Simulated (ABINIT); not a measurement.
# Quasiparticle gap of NaF (Villiaumite) in ABINIT, part 3 of 3

How does a plane-wave GW calculation on NaF (Villiaumite) run from the first input to the gap?

ABINIT 10.8.3; PBEsol and many-body steps on it, plane waves. Known limits of the many-body steps: not at the basis limit; coarse k mesh.

So far. Step 4 (Empty states on the mesh, 4×4×4 mesh, 30 bands): On this mesh the gap is 6.181 eV. Step 5 (Screening, 4×4×4 mesh, 26 bands, screening to 108.8 eV): Local fields lower ε∞ by 4 %. On a Γ-centred mesh this coarse the value itself is usually too large, while a short band sum pulls it down.

## 6. Self-energy, 4×4×4 mesh, 26 bands, screening to 108.8 eV

The self-energy is evaluated for the states that the input lists, and the levels follow from it, in one-shot runs by the linearised quasiparticle equation.

This step: G0W0 on PBEsol, plane waves, norm-conserving pseudopotentials.

Contents of run.abi:

```
acell 3*1.0 Angstrom
rprim 
  -0.000000000000 2.320000000000 2.320000000000
  2.320000000000 -0.000000000000 2.320000000000
  2.320000000000 2.320000000000 -0.000000000000
ntypat 2
znucl 11 9
natom 2
typat 1 2
xred 
  0.000000000000 0.000000000000 0.000000000000
  0.500000000000 0.500000000000 0.500000000000
pp_dirpath "pseudos"
pseudos "Na.upf, F.upf"
ecut 38
ngkpt 4 4 4
nshiftk 1
shiftk 0 0 0
kptopt 1
chksymbreak 0
istwfk *1
occopt 1
irdwfk 1
optdriver 4
nband 26
gwcalctyp 0
ecutsigx 38
symsigma 1
nkptgw 1
kptgw 
  0.0000000000 0.0000000000 0.0000000000
bdgw 
  6 12
ecuteps 4
irdscr 1
ppmodel 1
indata_prefix "in"
outdata_prefix "out"
tmpdata_prefix "tmp"
```

Started as:

```sh
$ OMP_NUM_THREADS=1 mpirun -n 4 abinit run.abi > log
```

Numbers of over 12 decimals in the logs are rounded to 6 here.

What it wrote:

```text
.Version 10.8.3 of ABINIT. v10.8.2 released Aug 2026.

 Symmetries : space group Fm -3 m (#225); Bravais cF (face-center cubic)
[... echo of the input left out ...]
== DATASET  1 ==================================================================
-   mpi_nproc: 4, omp_nthreads: 1 (-1 if OMP is not activated)

--- !DatasetInfo
iteration_state: {dtset: 1, }
dimensions: {natom: 2, nkpt: 8, mband: 26, nsppol: 1, nspinor: 1, nspden: 1, mpw: 1917, }
cutoff_energies: {ecut:  38.0, pawecutdg:  -1.0, }
electrons: {nelect:   1.60000000E+01, charge:   0.00000000E+00, occopt:   1.00000000E+00, tsmear:   1.00000000E-02, }

 SIGMA: Calculation of the GW corrections

 Based on a program developped by R.W. Godby, V. Olevano, G. Onida, and L. Reining.
 Incorporated in ABINIT by V. Olevano, G.-M. Rignanese, and M. Torrent.
.Using double precision arithmetic ; gwpc =  8

[... cell and pseudopotentials left out ...]
--------------------------------------------------------------------------------

 ==== K-mesh for the wavefunctions ====
 Number of points in the irreducible wedge :     8
[... list of points left out ...]
 Together with 48 symmetry operations and time-reversal symmetry
 yields    64 points in the full Brillouin Zone.

 ==== Q-mesh for screening function ====
 Number of points in the irreducible wedge :     8
[... list of points left out ...]
 Together with 48 symmetry operations and time-reversal symmetry
 yields    64 points in the full Brillouin Zone.

 vcoul_init : cutoff-mode = AUXILIARY_FUNCTION
 q-points for optical limit:   1
     1)      0.000010    0.000020    0.000030
 setmesh: FFT mesh size selected  =    36x   36x   36
          total number of points  =        46656

 Number of electrons calculated from density =   16.0000; Expected =   16.0000
 average of density, n =  0.094936
 r_s =    1.3599
 omega_plasma =   29.7215 [eV]

 === KS Band Gaps ===
  >>>> For spin  1
   Minimum direct gap =   6.1803 [eV], located at k-point      :   0.0000  0.0000  0.0000
   Fundamental gap    =   6.1803 [eV], Top of valence bands at :   0.0000  0.0000  0.0000
                                       Bottom of conduction at :   0.0000  0.0000  0.0000
 SIGMA fundamental parameters:
 PLASMON POLE MODEL  1
 number of plane-waves for SigmaX                 1917
 number of plane-waves for SigmaC and W             59
 number of plane-waves for wavefunctions          1917
 number of bands                                    26
 number of independent spin polarizations            1
 number of spinorial components                      1
 number of k-points in IBZ                           8
 number of q-points in IBZ                           8
 number of symmetry operations                      48
 number of k-points in BZ                           64
 number of q-points in BZ                           64
 number of frequencies for dSigma/dE                 9
 frequency step for dSigma/dE [eV]                0.25
 number of omega for Sigma on real axis              0
 max omega for Sigma on real axis  [eV]           0.00
 zcut for avoiding poles [eV]                     0.10

 EPSILON^-1 parameters (SCR file):
 dimension of the eps^-1 matrix on file             59
 dimension of the eps^-1 matrix used                59
 number of plane-waves for wavefunctions          1917
 number of bands                                    26
 number of q-points in IBZ                           8
 number of frequencies                               2
 number of real frequencies                          1
 number of imag frequencies                          1

 matrix elements of self-energy operator (all in [eV])

 Perturbative Calculation

--- !SelfEnergy_ee
iteration_state: {dtset: 1, }
kpoint     : [   0.000,    0.000,    0.000, ]
spin       : 1
KS_gap     :    6.180
QP_gap     :   10.561
Delta_QP_KS:    4.380
data: !SigmaeeData |
     Band     E0 <VxcDFT>   SigX SigC(E0)      Z dSigC/dE  Sig(E)    E-E0       E
        6  -1.485 -22.214 -30.057   4.736   0.823  -0.216 -24.770  -2.556  -4.041
        7  -1.485 -22.214 -30.057   4.736   0.823  -0.216 -24.770  -2.556  -4.041
        8  -1.485 -22.214 -30.057   4.736   0.823  -0.216 -24.770  -2.556  -4.041
        9   4.696  -9.609  -5.258  -2.336   0.905  -0.105  -7.785   1.824   6.520
       10  17.416  -7.362  -2.141  -2.683   0.910  -0.099  -5.053   2.308  19.725
       11  17.416  -7.362  -2.141  -2.683   0.910  -0.099  -5.053   2.308  19.725
       12  17.416  -7.362  -2.141  -2.683   0.910  -0.099  -5.053   2.308  19.725

== END DATASET(S) ==============================================================
================================================================================

 -outvars: echo values of variables after computation  --------
           etotal      0.0000000000E+00
            nband          26
             nkpt           8
          spgroup         225
 [... the other variables as echoed above ...]

 Calculation completed.
```

The job ended after 2.3 s (4 MPI ranks of Arm Neoverse V1, shared host; peak memory 0.12 GiB; 8.8 s of CPU time).

Numbers from this step:

```
G0W0 gap on the points computed              : 10.56 eV
starting gap on the mesh                     : 6.181 eV
k of the valence top                         : 0, 0, 0
k of the conduction bottom                   : 0, 0, 0
Z at the valence top                         : 0.823
Z at the conduction bottom                   : 0.905
least direct G0W0 gap on the computed points : 10.56 eV
```

The gap on the mesh goes from 6.18 eV to 10.56 eV, a correction of +4.38 eV.

Limits: finite bands, cutoff and mesh; coarse k mesh. v1 is the top filled band, c1 the lowest empty one. The levels before and after the correction (eV, zero at the valence-band top of each column):

```
           conduction bottom  valence top
Kohn-Sham               6.18         0.00
     G0W0              10.56         0.00
```

```
             level  energy (eV)
Kohn-Sham  Γ v3-v1        0.000
Kohn-Sham     Γ c1        6.181
Kohn-Sham  Γ c2-c4       18.901
     G0W0  Γ v3-v1        0.000
     G0W0     Γ c1       10.561
     G0W0  Γ c2-c4       23.766
```

## 7. Where the time went

Times are wall times on 4 MPI ranks of Arm Neoverse V1, shared host, good to a factor of about two.

```
                          step   time  share  memory (GiB)
                  ground state  8.2 s   35 %          0.27
bands along the symmetry lines  5.7 s   24 %          0.26
      empty states on the mesh  3.4 s   15 %          0.24
                     screening  3.7 s   16 %          0.38
                   self-energy  2.3 s   10 %          0.12
```

## 8. Outcome

```json
{"PBEsol gap": "6.18 eV, direct", "G0W0 gap on the mesh": "10.56 eV", "GW settings": "4×4×4 mesh, 26 bands, screening to 108.8 eV, Godby-Needs plasmon pole", "known limits": "not at the basis limit; coarse k mesh"}
```

What this shows: G0W0 moves the gap on the mesh from 6.18 eV to 10.56 eV (+4.38 eV), with Z of 0.82 and 0.91 at the edges. Local fields lower the RPA ε∞ on this mesh from 1.87 to 1.80; a Γ-centred mesh this coarse tends to raise both, most where the direct gap is narrow, while a short band sum lowers them. Only 1 of the mesh's irreducible points was corrected, so a valley elsewhere could overtake. Bands and cutoff are finite, so the gap is not at the basis limit. The miss can reach some tenths of an eV and take either sign; the mesh is an error of its own. In the G0W0 run levels were corrected at 1 k point alone, so a gap called «on the mesh» is the least over those, and an edge elsewhere would be missed. The 4×4×4 mesh is coarse for this cell, which bears on the long-range parts of exchange and screening.

[Paths, hosts, dates, memory and timing lines, banners, echoed tables and standing remarks are left out of the program output.]

[Logs are printed without paths, hosts, clocks, repeated set-up lines and the standing remarks that a program may print on its own settings, such as how far it seeks lower states.]

[Runs of the session that timed out or met a known fault of the program may be left out.]

[Hosts, paths, dates, database ids (printed as entryN), source tags and the programs' standing remarks are cut or masked in the printed files.]

[G0W0 gaps are taken among the corrected bands and points alone; a level outside them can change the order at an edge.]

[Where Ansatz stands beside ABINIT at settings called matched, ABINIT's density can come from a denser mesh and the files from another edition; pairs whose starting gaps differed by over 0.03 eV were left out, so agreement reads better than it is.]
